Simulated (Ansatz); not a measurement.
# KTaSe3 (model cell, started as cubic perovskite with Ta in the octahedra): a soft mode frozen in

Which phase does KTaSe3 (model cell, started as cubic perovskite with Ta in the octahedra) fall into along its unstable mode, and how much energy does it gain?

Main program and level: Ansatz 0.2.0; DFT LDA, scalar-relativistic, plane waves, PAW.

This is a report of a sequence of runs, with most program output left out.

The structure was built from a prototype and need not be the compound's stable phase.

### 1. Set-up

The structure is cubic, space group Pm-3m (No. 221). Conventional cell: a = 4.998 Å, b = 4.998 Å, c = 4.998 Å, α = 90.00°, β = 90.00°, γ = 90.00°. K has 12 Se at 3.53 Å nearest. Nearest to Ta lie 6 Se at 2.50 Å. Nearest to Se lie 2 Ta at 2.50 Å and 4 K at 3.53 Å. Farther neighbours and most contacts between anions are not listed.

### 2. The dispersion

The cell comes from relaxations at this level that are not shown. Stability and thermal properties need the whole zone. Linear response on a 2×2×2 q mesh gives force constants as far as a supercell of that size would.

input.yaml

```yaml
crystal:
  lattice:
    - [4.9979636076, 0.0, 0.0]
    - [0.0, 4.9979636076, 0.0]
    - [0.0, 0.0, 4.9979636076]
  atoms:
    - { symbol: K, position: [0.0, 0.0, 0.0] }
    - { symbol: Ta, position: [0.5, 0.5, 0.5] }
    - { symbol: Se, position: [0.5, 0.5, 0.0] }
    - { symbol: Se, position: [0.5, 0.0, 0.5] }
    - { symbol: Se, position: [0.0, 0.5, 0.5] }
kpoints:
  mp_grid: { grid: [6, 6, 6] }
hamiltonian:
  xc: lda
scf:
  occupations: { method: methfessel_paxton, width: 0.15 }
output:
  eigenvalues: true
phonons:
  method: dfpt
  qmesh: [2, 2, 2]
  temperatures: { t_max: 1000, t_step: 50 }
  qpath:
    path:
      - [[0.0, 0.0, 0.0], [0.0, 0.5, 0.0], [0.5, 0.5, 0.0], [0.0, 0.0, 0.0], [0.5, 0.5, 0.5], [0.0, 0.5, 0.0]]
      - [[0.5, 0.5, 0.5], [0.5, 0.5, 0.0]]
    npoints: 10
```

Launch:

```console
ansatz run input.yaml --threads 8 --pin off --max-ram 14336MiB --backend cpu --events-out ev --progress --plain --runs-dir out
```

Run time: 4.4 min. Hardware: 8 threads of Intel Xeon Platinum 8375C at 2.90GHz (Ice Lake), shared host; peak memory 1.4 GiB; 20 min of CPU time.

This step gave:

```yaml
volume_per_atom: 24.97 Å³
gap_on_the_k_mesh: 0 eV
sum_rule_residual_before_enforcement: 2.41e-5 eV/Å²
lowest_frequency_on_the_path: -50.89 cm⁻¹
point_group: m-3m
highest_frequency_on_the_path_or_at_a_solved_wavevector: 303.6 cm⁻¹
highest_optical_mode_at_the_zone_centre_no_lo_to_term: 232.3 cm⁻¹
lowest_optical_zone_centre_mode: 51.99 cm⁻¹
lowest_mode_on_the_q_mesh_acoustic_modes_at_gamma_apart: -50.89 cm⁻¹
```

Frequencies (cm⁻¹) solved at each irreducible wavevector; negative means imaginary. Frequencies by wavevector, by row:

| q in reciprocal lattice units | star | mode 1 | mode 2 | mode 3 | mode 4 | mode 13 | mode 14 | mode 15 |
| --- | --- | --- | --- | --- | --- | --- | --- | --- |
| 0 0 0 | 1 | 0 | 0 | 0 | 52 | 232.3 | 232.3 | 232.3 |
| 0 0 -0.5 | 3 | 14.4 | 14.4 | 66.6 | 66.6 | 230.6 | 230.6 | 270.1 |
| 0 -0.5 -0.5 | 3 | -49.1 | -20.1 | 66.2 | 66.2 | 158.4 | 229.2 | 287.7 |
| -0.5 -0.5 -0.5 | 1 | -50.9 | -50.9 | -50.9 | 70.9 | 156 | 156 | 303.6 |

Interpolated from a 2×2×2 q mesh. The phonon branches at the labelled points (cm⁻¹):

| point | branch 1 | branch 2 | branch 3 | branch 4 | branch 12 | branch 13 | branch 14 | branch 15 |
| --- | --- | --- | --- | --- | --- | --- | --- | --- |
| Γ | 0 | 0 | 0 | 52 | 81 | 232 | 232 | 232 |
| halfway | 18 | 18 | 56 | 56 | 115 | 232 | 232 | 250 |
| X | 14 | 14 | 67 | 67 | 153 | 231 | 231 | 270 |
| halfway | -6 | 28 | 60 | 68 | 154 | 198 | 230 | 281 |
| M | -49 | -20 | 66 | 66 | 155 | 158 | 229 | 288 |
| halfway | 16 | 32 | 62 | 62 | 119 | 213 | 231 | 268 |
| Γ | 0 | 0 | 0 | 52 | 81 | 232 | 232 | 232 |
| halfway | 32 | 32 | 46 | 70 | 120 | 204 | 204 | 284 |
| R | -51 | -51 | -51 | 71 | 156 | 156 | 156 | 304 |
| halfway | 25 | 32 | 38 | 66 | 155 | 179 | 195 | 294 |
| X | 14 | 14 | 67 | 67 | 153 | 231 | 231 | 270 |
| jump to R | -51 | -51 | -51 | 71 | 156 | 156 | 156 | 304 |
| halfway | -50 | 29 | 29 | 70 | 155 | 155 | 177 | 300 |
| M | -49 | -20 | 66 | 66 | 155 | 158 | 229 | 288 |

Symmetry leaves 4 wavevectors to solve. The lowest mode among them, the acoustic zeros apart, lies at q = (-0.5, -0.5, -0.5) and is imaginary, 50.9i cm⁻¹, so the energy falls along it.

### 3. The mode frozen in, largest atomic shift 0 Å

The mode followed lies at q = (-0.5, -0.5, -0.5) with frequency 50.9i cm⁻¹ and is 3-fold degenerate, the softest among the wavevectors solved. At small amplitude the distorted cell has space group no. 167 by a symmetry search on the positions. The undistorted cell that holds it gives the zero of energy on the same k mesh.

System of this step: KTaSe3 (model cell, started as cubic perovskite with Ta in the octahedra). Symmetry: Pm-3m, No. 221, cubic system. Conventional cell: a = 4.998 Å, b = 4.998 Å, c = 4.998 Å, α = 90.00°, β = 90.00°, γ = 90.00°. Nearest to K lie 12 Se at 3.53 Å. Nearest to Ta lie 6 Se at 2.50 Å. Se has 2 Ta at 2.50 Å and 4 K at 3.53 Å nearest. Farther neighbours and most contacts between anions are not listed.

input.yaml

```yaml
crystal:
  lattice:
    - [4.9979636076, 4.9979636076, 0.0]
    - [4.9979636076, 0.0, 4.9979636076]
    - [4.9979636076, 0.0, -4.9979636076]
  atoms:
    - { symbol: K, position: [0.0, 0.0, 1.0] }
    - { symbol: K, position: [0.0, 0.5, 0.5] }
    - { symbol: Ta, position: [0.5, 0.25, 0.75] }
    - { symbol: Ta, position: [0.5, 0.75, 0.25] }
    - { symbol: Se, position: [0.5, 0.5, 0.5] }
    - { symbol: Se, position: [0.5, 0.0, 0.0] }
    - { symbol: Se, position: [0.0, 0.5, 0.0] }
    - { symbol: Se, position: [0.0, 0.0, 0.5] }
    - { symbol: Se, position: [0.5, 0.5, 0.0] }
    - { symbol: Se, position: [0.5, 0.0, 0.5] }
kpoints:
  mp_grid: { grid: [6, 6, 6] }
hamiltonian:
  xc: lda
scf:
  occupations: { method: methfessel_paxton, width: 0.15 }
output:
  forces: true
  stress: true
  eigenvalues: true
```

Elapsed: 6.4 s, on 8 threads; peak memory 1.3 GiB.

Numbers from this step:

* pressure: -0.07477 GPa
* gap on the k-mesh: 0.05209 eV
* energy from the undistorted cell: 0 meV/atom

The run ends at a pressure of -0.07 GPa.

### 4. The mode frozen in, largest atomic shift 0.32 Å

The atoms are moved along the unstable eigenvector, the largest shift by 0.32 Å, with the cell fixed.

input.yaml

```yaml
crystal:
  lattice:
    - [4.9979636076, 4.9979636076, 0.0]
    - [4.9979636076, 0.0, 4.9979636076]
    - [4.9979636076, 0.0, -4.9979636076]
  atoms:
    - { symbol: K, position: [0.0, 0.0, 1.0] }
    - { symbol: K, position: [0.0, 0.5, 0.5] }
    - { symbol: Ta, position: [0.5, 0.25, 0.75] }
    - { symbol: Ta, position: [0.5, 0.75, 0.25] }
    - { symbol: Se, position: [0.4547267272, 0.5, 0.5] }
    - { symbol: Se, position: [0.5452732728, 0.0, 0.0] }
    - { symbol: Se, position: [0.0, 0.4547267272, 0.0] }
    - { symbol: Se, position: [0.0, 0.0452732728, 0.5] }
    - { symbol: Se, position: [0.4547267272, 0.5452732728, 0.0] }
    - { symbol: Se, position: [0.5452732728, -0.0452732728, 0.5] }
kpoints:
  mp_grid: { grid: [6, 6, 6] }
hamiltonian:
  xc: lda
scf:
  occupations: { method: methfessel_paxton, width: 0.15 }
output:
  forces: true
  stress: true
  eigenvalues: true
  write_density: true
  write_potential: true
  elf: true
  volumetric_format: npy
```

The job ended after 13 s (8 threads; peak memory 1.4 GiB; 75 s of CPU time).

Numbers from this step:

- pressure: -0.9925 GPa
- gap on the k-mesh: 0 eV
- energy from the undistorted cell: -10.65 meV/atom

The energy, extrapolated to zero smearing, is -10.65 meV/atom against the undistorted cell.

The run ends at a pressure of -0.99 GPa, with forces up to 0.061 eV/Å.

### 5. Energy along the mode, all amplitudes (two of the runs are shown above)

An imaginary frequency means negative curvature, so the energy should fall and then rise again as anharmonic terms take over.

This step gave:

- depth at the lowest point sampled: 10.65 meV/atom
- largest atomic shift at that point: 0.32 Å

Table of energy from the parent by largest atomic shift:

| largest atomic shift (Å) | energy from the parent (meV/atom) |
| --- | --- |
| 0.000 | 0 |
| 0.040 | -0.215 |
| 0.080 | -0.853 |
| 0.140 | -2.56 |
| 0.220 | -5.93 |
| 0.320 | -10.7 |
| 0.450 | -10.00 |
| 0.600 | 20.0 |

Displacement at unit largest shift by atom:

| atom | x (Å) | y (Å) | z (Å) | size |
| --- | --- | --- | --- | --- |
| K1 | 0.000 | 0.000 | 0.000 | 0.000 |
| K2 | 0.000 | 0.000 | 0.000 | 0.000 |
| Ta3 | 0.000 | 0.000 | 0.000 | 0.000 |
| Ta4 | 0.000 | 0.000 | 0.000 | 0.000 |
| Se5 | -0.707 | -0.707 | 0.000 | 1.000 |
| Se6 | 0.707 | 0.707 | 0.000 | 1.000 |
| Se7 | -0.707 | 0.000 | -0.707 | 1.000 |
| Se8 | 0.707 | 0.000 | 0.707 | 1.000 |
| Se9 | 0.000 | -0.707 | 0.707 | 1.000 |
| Se10 | 0.000 | 0.707 | -0.707 | 1.000 |

The lowest of the steps tried is at 0.32 Å, 10.7 meV/atom below the parent; the bottom of the well need not coincide with a step.

### 6. Relaxing from the distorted cell

Starting from the lowest point found, all atoms and the cell are let go, so that strain and other modes of the same symmetry can join in.

input.yaml, as its differences from that of step 4:

```diff
@@ -30 +30,6 @@
   volumetric_format: npy
+relax:
+  adjacent_minimum: "off"
+  f_tol: 0.002
+  max_steps: 120
+  cell: { stress_tol: 0.03 }
```

Wall time 65 s (8 threads); peak memory 1.5 GiB; 6.4 min of CPU time.

Relaxation path:

| step | energy less that of the first step (eV) | largest force component (eV/Å) | pressure (GPa) | volume (Å³) |
| --- | --- | --- | --- | --- |
| 1 | 0.0000 | 0.0434 | -0.99 | 249.69 |
| 2 | -0.0311 | 0.0613 | 0.43 | 244.40 |
| 3 | -0.0511 | 0.0280 | 0.29 | 243.57 |
| 4 | -0.0536 | 0.0164 | -0.03 | 243.54 |
| 5 | -0.0544 | 0.0009 | 0.02 | 243.69 |
| 6* | -0.0535 | 0.0009 | 0.02 | 243.69 |

Relaxation steps marked * repeat the geometry before them on a plane-wave basis chosen anew for their cell, so energy and pressure can jump there.

The run keeps the 12 symmetry operations that it works with, so distortions that break them were not tested.

| conventional cell, symmetrised | before | after | change |
| --- | --- | --- | --- |
| a (Å) | 7.068 | 7.074 | +0.1 % |
| b (Å) | 7.068 | 7.074 | +0.1 % |
| c (Å) | 17.313 | 16.868 | -2.6 % |
| volume (Å³/atom) | 24.97 | 24.37 | -2.4 % |

The atoms that moved most (Å, as changes of fractional coordinates times the final cell):

| atom | dx | dy | dz | length |
| --- | --- | --- | --- | --- |
| Se6 | 0.079 | 0.079 | 0.000 | 0.112 |
| Se10 | 0.000 | 0.079 | -0.079 | 0.112 |
| Se9 | 0.000 | -0.079 | 0.079 | 0.112 |
| Se8 | 0.079 | 0.000 | 0.079 | 0.112 |
| Se7 | -0.079 | 0.000 | -0.079 | 0.112 |
| Se5 | -0.079 | -0.079 | 0.000 | 0.112 |

This step gave:

- pressure: 0.02033 GPa
- volume per atom: 24.37 Å³

ELF in the ac plane of the conventional cell at fractional y = 0.000, with atoms of K and Ta and Se within 0.2 Å of it. It is the smooth field of the valence electrons, not physical close to the nuclei.

Values, 13 rows by 16 columns, each cell a mean:
```
0.41 0.40 0.29 0.36 0.33 0.19 0.07 0.05 0.28 0.61 0.72 0.70 0.66 0.49 0.39 0.43
0.10 0.16 0.25 0.31 0.29 0.20 0.12 0.12 0.26 0.52 0.70 0.76 0.76 0.66 0.37 0.13
0.58 0.48 0.18 0.09 0.40 0.61 0.65 0.64 0.64 0.49 0.26 0.15 0.13 0.15 0.40 0.56
0.75 0.75 0.36 0.15 0.60 0.77 0.59 0.49 0.70 0.67 0.38 0.08 0.03 0.25 0.69 0.78
0.12 0.10 0.12 0.15 0.17 0.22 0.29 0.31 0.29 0.34 0.46 0.57 0.58 0.43 0.21 0.12
0.28 0.25 0.33 0.46 0.43 0.27 0.09 0.06 0.36 0.72 0.81 0.78 0.76 0.66 0.40 0.28
0.49 0.59 0.27 0.35 0.42 0.39 0.32 0.17 0.08 0.19 0.29 0.35 0.35 0.23 0.48 0.57
0.21 0.32 0.61 0.76 0.77 0.81 0.77 0.52 0.13 0.07 0.20 0.40 0.48 0.40 0.26 0.21
0.19 0.17 0.27 0.44 0.49 0.42 0.33 0.33 0.39 0.40 0.32 0.21 0.13 0.09 0.11 0.17
0.78 0.82 0.50 0.06 0.04 0.26 0.63 0.75 0.54 0.47 0.74 0.75 0.32 0.20 0.72 0.81
0.48 0.38 0.20 0.18 0.22 0.22 0.34 0.52 0.61 0.62 0.57 0.41 0.15 0.07 0.29 0.45
0.12 0.29 0.62 0.76 0.78 0.77 0.67 0.41 0.13 0.09 0.17 0.31 0.38 0.34 0.22 0.13
0.41 0.46 0.37 0.54 0.62 0.64 0.58 0.36 0.08 0.06 0.14 0.27 0.34 0.27 0.38 0.45
```
Columns run along a (7.1 Å), rows up along c (16.9 Å), edges of the conventional cell, whose origin can differ from the input's. Atoms in or near the plane, at fractional coordinates: K at (0.00, 0.75), K at (0.00, 0.25), Ta at (0.00, 0.50), Ta at (0.00, 0.00), Se at (0.44, 0.75), Se at (0.56, 0.25).

Valence density in the ac plane of the conventional cell at fractional y = 0.000, with atoms of K and Ta and Se within 0.2 Å of it. It is the smooth field of the valence electrons, not physical close to the nuclei.

Values in e/Å³, 13 rows by 16 columns, each cell a mean:
```
 2  1  0  0  0  0  0  0  0  0  0  1  1  0  1  2
 0  0  0  0  0  0  0  0  0  0  1  1  1  0  0  0
 1  1  0  0  0  0  2  3  1  0  0  0  0  0  0  1
 3  2  0  0  0  1  9 14  2  0  0  0  0  0  1  3
 0  0  0  0  0  0  0  0  0  0  0  0  0  0  0  0
 1  0  0  0  0  0  0  0  0  0  1  1  1  1  0  1
 4  3  1  0  0  0  0  0  0  0  0  0  0  0  2  4
 0  0  0  1  1  1  0  0  0  0  0  0  0  0  0  0
 0  0  0  0  0  0  0  0  0  0  0  0  0  0  0  0
 3  2  0  0  0  0  0  1 10 15  3  0  0  0  1  3
 1  0  0  0  0  0  0  0  1  1  0  0  0  0  0  1
 0  0  0  1  1  1  0  0  0  0  0  0  0  0  0  0
 3  2  1  0  1  0  0  0  0  0  0  0  0  0  1  3
```
Columns run along a (7.1 Å), rows up along c (16.9 Å), edges of the conventional cell, whose origin can differ from the input's. Atoms in or near the plane, at fractional coordinates: K at (0.00, 0.75), K at (0.00, 0.25), Ta at (0.00, 0.50), Ta at (0.00, 0.00), Se at (0.44, 0.75), Se at (0.56, 0.25).

Electrostatic potential energy in the ac plane of the conventional cell at fractional y = 0.000, with atoms of K and Ta and Se within 0.2 Å of it. With pseudopotentials it is smooth inside the atoms' cores, unlike the true potential.

Values in eV, 13 rows by 16 columns, each cell a mean:
```
-21 -13   3  10  12  13  13  13  12  10   3  -2  -1   2  -7 -19
 11  12  12  12  12  13  13  12  12  10   2  -3  -1   7  11  11
 -9   0   9  12  11   4   0   0   1   9  12  13  12  10   4  -7
-26 -14   5  11   9  -3  -4  -2  -6   4  12  13  12   8  -5 -24
 11  11  12  12  13  12  12  11  12  11   9   6   7  10  11  11
 -3   2   8  11  12  13  13  13  12   8  -4 -10  -8   2   4  -2
-38 -29  -4   7   9  11  12  13  13  13  12  11   9   3 -19 -37
  3   6   6  -6 -11  -9   4  11  13  13  13  12  11  10   8   4
  9  10  11  10   9  10  11  11  10  10  11  13  13  12  11  10
-32 -17   4  11  12  12   8  -6  -4  -3  -8   4  11   8  -8 -29
 -2   4  10  12  12  13  11   7   2   2   4  11  12  11   7  -1
 11  11   9  -1  -6  -4   6  11  12  13  13  12  12  12  11  11
-27 -18  -1   2   1   3   9  12  13  13  13  12  11   5 -11 -25
```
Columns run along a (7.1 Å; values clipped at the 3rd and 97th percentile), rows up along c (16.9 Å), edges of the conventional cell, whose origin can differ from the input's. Atoms in or near the plane, at fractional coordinates: K at (0.00, 0.75), K at (0.00, 0.25), Ta at (0.00, 0.50), Ta at (0.00, 0.00), Se at (0.44, 0.75), Se at (0.56, 0.25).

The distorted start has space group R-3c; the relaxation ends in R-3c.

### 7. Modes of the new phase

A relaxed structure may still be a saddle point, so its zone-centre modes are computed. No field response is asked, since the mesh shows no gap.

input.yaml

```yaml
crystal:
  lattice:
    - [5.0023342437, 5.0023342437, 0.0]
    - [5.0023342437, 0.0, 5.0023342437]
    - [4.913668973, 0.0886652707, -4.913668973]
  atoms:
    - { symbol: K, position: [0.0, 0.0, 1.0] }
    - { symbol: K, position: [0.0, 0.5, 0.5] }
    - { symbol: Ta, position: [0.5, 0.25, 0.75] }
    - { symbol: Ta, position: [0.5, 0.75, 0.25] }
    - { symbol: Se, position: [0.4389627738, 0.5, 0.5] }
    - { symbol: Se, position: [0.5610372262, 0.0, 0.0] }
    - { symbol: Se, position: [0.0, 0.4389627738, 0.0] }
    - { symbol: Se, position: [0.0, 0.0610372262, 0.5] }
    - { symbol: Se, position: [0.4389627738, 0.5610372262, 0.0] }
    - { symbol: Se, position: [0.5610372262, -0.0610372262, 0.5] }
kpoints:
  mp_grid: { grid: [6, 6, 6] }
hamiltonian:
  xc: lda
scf:
  occupations: { method: methfessel_paxton, width: 0.15 }
output:
  eigenvalues: true
phonons:
  method: dfpt
```

Elapsed: 4.8 min, on 8 threads; peak memory 6.7 GiB; 31 min of CPU time.

This step gave:

```yaml
sum_rule_residual_before_enforcement: 1.62e-4 eV/Å²
point_group: -3m
highest_optical_mode_at_the_zone_centre_no_lo_to_term: 290.3 cm⁻¹
lowest_optical_zone_centre_mode: -47.65 cm⁻¹
```

Patterns of degenerate modes are one choice out of their space. Modes at Γ, with each element's share of the kinetic energy (negative means imaginary):

| mode | frequency (cm⁻¹) | symmetry | K % | Ta % | Se % |
| --- | --- | --- | --- | --- | --- |
| 1 | -47.6 | Eg | 1 | 0 | 99 |
| 2 | -47.6 | Eg | 1 | 0 | 99 |
| 3 | -44.8 | A2u | 4 | 57 | 39 |
| 4 | -42.4 | Eu | 9 | 55 | 36 |
| 5 | -42.4 | Eu | 9 | 55 | 36 |
| 6 | 0.0 | acoustic | 9 | 40 | 52 |
| 7 | 0.0 | acoustic | 9 | 40 | 52 |
| 8 | 0.0 | acoustic | 9 | 40 | 52 |
| 9 | 62.5 | Eu | 2 | 2 | 96 |
| 10 | 62.5 | Eu | 2 | 2 | 96 |
| 11 | 64.8 | A2g | 87 | 0 | 13 |
| 12 | 74.5 | A2u | 88 | 0 | 12 |
| 13 | 79.9 | A1g | 0 | 0 | 100 |
| 14 | 91.4 | Eg | 47 | 0 | 53 |
| 15 | 91.4 | Eg | 47 | 0 | 53 |
| 16 | 91.8 | A1u | 0 | 2 | 98 |
| 17 | 118.5 | A2g | 13 | 0 | 87 |
| 18 | 138.2 | Eu | 72 | 14 | 14 |
| 19 | 138.2 | Eu | 72 | 14 | 14 |
| 20 | 141.3 | Eg | 0 | 0 | 100 |
| 21 | 141.3 | Eg | 0 | 0 | 100 |
| 22 | 150.1 | A1u | 0 | 98 | 2 |
| 23 | 152.1 | Eu | 7 | 84 | 9 |
| 24 | 152.1 | Eu | 7 | 84 | 9 |
| 25 | 156.6 | Eg | 51 | 0 | 49 |
| 26 | 156.6 | Eg | 51 | 0 | 49 |
| 27 | 184.6 | A2u | 0 | 3 | 97 |
| 28 | 211.5 | Eu | 1 | 6 | 93 |
| 29 | 211.5 | Eu | 1 | 6 | 93 |
| 30 | 290.3 | A2g | 0 | 0 | 100 |

Displacements in mode 2 (-47.6 cm⁻¹), the largest set to 1:
```
K1  -0.24 -0.11 -0.12
K2   0.24  0.11  0.12
Ta3  0.00  0.00  0.00
Ta4  0.00  0.00  0.00
Se5  0.92 -0.11 -0.01
Se6 -0.92  0.11  0.01
Se7 -0.89  0.01  0.06
Se8  0.89 -0.01 -0.06
Se9  0.03 -0.98 -1.00
Se10-0.03  0.98  1.00
```

Displacements in mode 29 (211.5 cm⁻¹), the largest set to 1:
```
K1   0.14  0.16 -0.02
K2   0.14  0.16 -0.02
Ta3 -0.17 -0.18  0.01
Ta4 -0.15 -0.19  0.04
Se5 -0.29 -0.33 -0.13
Se6 -0.29 -0.33 -0.13
Se7 -0.27  1.00  0.03
Se8 -0.27  1.00  0.03
Se9  0.87 -0.32  0.06
Se10 0.87 -0.32  0.06
```

Before it was imposed, the acoustic sum rule was missed by 1.6e-4 eV/Å². Small misses are needed for a sound result but don't prove that mesh and cutoff are converged. The lowest optical mode is imaginary, 47.6i cm⁻¹, so the energy falls along it.

### 8. What came out

| Item | Value |
| --- | --- |
| unstable mode of the parent | q = (-0.5, -0.5, -0.5), 51i cm⁻¹ |
| depth at the lowest point sampled | 10.7 meV/atom |
| largest atomic shift at that point | 0.32 Å |
| space group reached (within 0.01 Å) | R-3c |
| energy gained over the parent (first relaxation, on the mesh of the frozen mode) | 16.2 meV/atom |
| volume per atom, phase reached | 24.4 Å³ |
| lowest optical zone-centre mode, phase reached | -47.6 cm⁻¹ |
| highest optical mode at the zone centre (no LO-TO term), phase reached | 290 cm⁻¹ |

What this shows: Along this mode the structure falls into R-3c, 16.2 meV/atom below the parent. At the parent's cell the well is 10.65 meV/atom deep on the steps tried, with its lowest point at a shift of 0.32 Å. Relaxing atoms and cell changes the gain by +5.59 meV/atom against the lowest step (energies at zero smearing). The new phase still has an imaginary mode at the zone centre of its cell, so it is a saddle point on the way to a lower structure. Of the 5 patterns followed to their end from this parent, this one ends 21.4 meV/atom above the lowest, I4/mcm. Each path keeps the symmetry of its pattern, so a lower phase may lie along a pattern not tried. With no gap, or one that is small against the smearing, the frequencies hang on the k mesh and the smearing, most of all near Kohn anomalies. A semilocal functional can close a gap that the real compound would have, so the metallic treatment may be an artefact of the level. Spin-orbit coupling is left out, which can matter for the heavy elements here. The starting cell was built on a prototype and not taken from a measurement, so the phase need not exist.

[Logs are printed without paths, hosts, clocks, repeated set-up lines and the standing remarks that a program may print on its own settings, such as how far it seeks lower states.]

[Hosts, paths, dates, database ids (printed as entryN), source tags and the programs' standing remarks are cut or masked in the printed files.]
